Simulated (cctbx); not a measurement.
## Which space group?

Cell: a = 14.9720 Å, b = 7.2030 Å, c = 8.8250 Å, α = 90.00°, β = 106.78°, γ = 90.00°. Expected content of the cell: Tb10 Ru4 S24.

The data are simulated with cctbx, not measured: Ag Kα, λ = 0.56087 Å, to d = 0.65 Å, 50 % of the full sphere, strongest reflection 20000 counts, noise from counting, a 3 % proportional error and a noise floor of 15 counts (s.d.); no absorption, some extinction.

Tests on the unmerged data give:

```text
6807 reflections to d = 0.650 A
centring   violations  <I/sigma> of those
    A       1030 of  3420      4.5
    B       1030 of  3436      4.5
    C          0 of  3416     -0.0
    I        918 of  3369      3.7
    R       1359 of  4529      4.4
    F       1030 of  5136      3.0
Laue class    unique    Rint  (classes that these axes allow; Friedel mates merged)
C 1 2/m 1        1657   0.038
space group    extra absences  I>4sigma  <I/sigma>
C 1 2 1                 0          0         -  acentric
C 1 m 1                 0          0         -  acentric
C 1 2/m 1               0          0         -  centric
Wilson B = 2.03 A^2   <|E^2-1|> = 0.860 (0.968 centric, 0.736 acentric)   E^2>4: 2.0 %
shell (A)         n   <I/sigma>
 8.45 - 1.30    202     22.6
 1.30 - 1.03    209     17.7
 1.03 - 0.90    212     15.4
 0.90 - 0.82    210     10.5
 0.82 - 0.76    202      9.1
 0.76 - 0.72    216      7.3
 0.72 - 0.68    206      5.9
 0.68 - 0.65    200      5.1
```

**Question.** What are the lattice type, the Laue class and the likely space group?

The reflections that C centring forbids are absent (⟨I/σ⟩ near 0), so the lattice is C.

Only C 1 2/m 1 fits these axes (Rint 0.038); a search for a hidden higher lattice was not made.

3 settings pass the absence test. No glide or screw absences show, which leaves C 1 2 1, C 1 m 1 and C 1 2/m 1.

⟨|E²−1|⟩ = 0.860 lies between the two ideal values. The Wilson B of 2.03 Å² means U ≈ 0.0257 Å².

The true group is C2/m (no. 12), Laue class 2/m, centrosymmetric. The tables only narrow the choice to the tied entries; cell content, site symmetry and trial solutions must settle it.

This is a model crystal, built by substitution and not relaxed, with assumed displacement parameters.

[Logs are printed without paths, hosts, clocks, repeated set-up lines and the standing remarks that a program may print on its own settings, such as how far it seeks lower states.]
